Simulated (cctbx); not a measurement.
## What is wrong with this refinement?

Cell a = 6.8570 Å, b = 6.8570 Å, c = 29.3880 Å, α = 90.00°, β = 90.00°, γ = 90.00°; space group I4_1/acd (no. 142, origin choice 1).

Simulated single-crystal data (cctbx): synchrotron X-rays, λ = 0.7749 Å, to d = 0.8 Å, 95 % of the full sphere, strongest reflection 70000 counts, noise from counting, a 3 % proportional error and a noise floor of 2 counts (s.d.); no absorption.

An anisotropic refinement with weights 1/σ² prints:

```text
Rint 0.026, 359 unique reflections to 0.80 A
cycle     R1     wR2    GooF  max shift (A)
   1  0.3968  0.7327  37.213   0.04401
   3  0.2944  0.5709  28.994   0.00000
final R1 0.2944 wR2 0.5709 GooF 28.994  parameters 15  data/parameter 23.9
atom        x        y        z      Ueq    occ   su(xyz)  su(Uiso or U11)
Ag1    0.00000  0.00000  0.42821   0.0057  1.000  0.00025  0.0160  NPD
Br1    0.00000  0.00000  0.32809  -0.0086  1.000  0.00031  0.0130  NPD
Br2    0.26796  0.73204  0.25000  -0.0056  1.000  0.00077  0.0029  NPD
difference map: max 99.51 min -13.91 rms 5.23
Q1    0.0000  0.0000  0.2500    8   99.51  2.25 A from Br2
Q2    0.0000  0.0000  0.0667   16   64.64  0.15 A from Ag1
Q3    0.0000  0.0000  0.1660   16   48.36  0.17 A from Br1
Q4    0.2516  0.2484  0.0000   16   38.13  0.16 A from Br2
Q5    0.0000  0.0000  0.0231   16   19.45  1.43 A from Ag1
Q6    0.2500  0.2504  0.1250   16    9.85  2.79 A from Br1
```

Q: Accept it or mend it, and why?

Mend it. The fault: an atom left out, Fe at (1/2, 0, 0). Against the right model at the same level, R1 goes from 0.0060 to 0.2944 and GooF from 0.95 to 28.99, U of Br2 shrinks from 0.0075 to -0.0056 Å², the top difference peak, 99.5 e/Å³, lies 2.25 Å from Br2 and Ag1, Br1 and Br2 go non-positive-definite. Q1 is the missing atom. With scattering power missing, scale and phases suffer, so peaks may also grow on the heavy atoms.

The compound is FeAg2Br4. The right model at the same level gives:

```text
Rint 0.026, 359 unique reflections to 0.80 A
cycle     R1     wR2    GooF  max shift (A)
   1  0.0061  0.0188   0.962   0.00011
   2  0.0060  0.0186   0.948   0.00000
final R1 0.0060 wR2 0.0186 GooF 0.947  parameters 18  data/parameter 19.9
atom        x        y        z      Ueq    occ   su(xyz)  su(Uiso or U11)
Ag1    0.00000  0.00000  0.42979   0.0074  1.000  0.00001  0.0005
Br1    0.00000  0.00000  0.32870   0.0061  1.000  0.00001  0.0006
Br2    0.26630  0.73370  0.25000   0.0075  1.000  0.00002  0.0001
Fe1    0.50000  0.00000  0.00000   0.0083  1.000  0.00000  0.0001
difference map: max 0.27 min -0.38 rms 0.08
Q1    0.0175  0.0998  0.0675   32    0.29  0.70 A from Ag1
Q2    0.2292  0.2553  0.2885   32    0.28  1.14 A from Br2
Q3    0.1630  0.2277  0.3567   32    0.27  2.09 A from Br1
Q4    0.0000  0.0000  0.1285   16    0.26  1.26 A from Br1
Q5    0.0741  0.1341  0.8915   32    0.25  1.54 A from Ag1
Q6    0.0084  0.0821  0.3053   32    0.25  0.89 A from Br1
```

The model is made up (kin elements in a known structure type, no relaxation), so it says nothing on whether the phase exists.

[Middle refinement cycles are left out of these outputs.]

[Logs are printed without paths, hosts, clocks, repeated set-up lines and the standing remarks that a program may print on its own settings, such as how far it seeks lower states.]
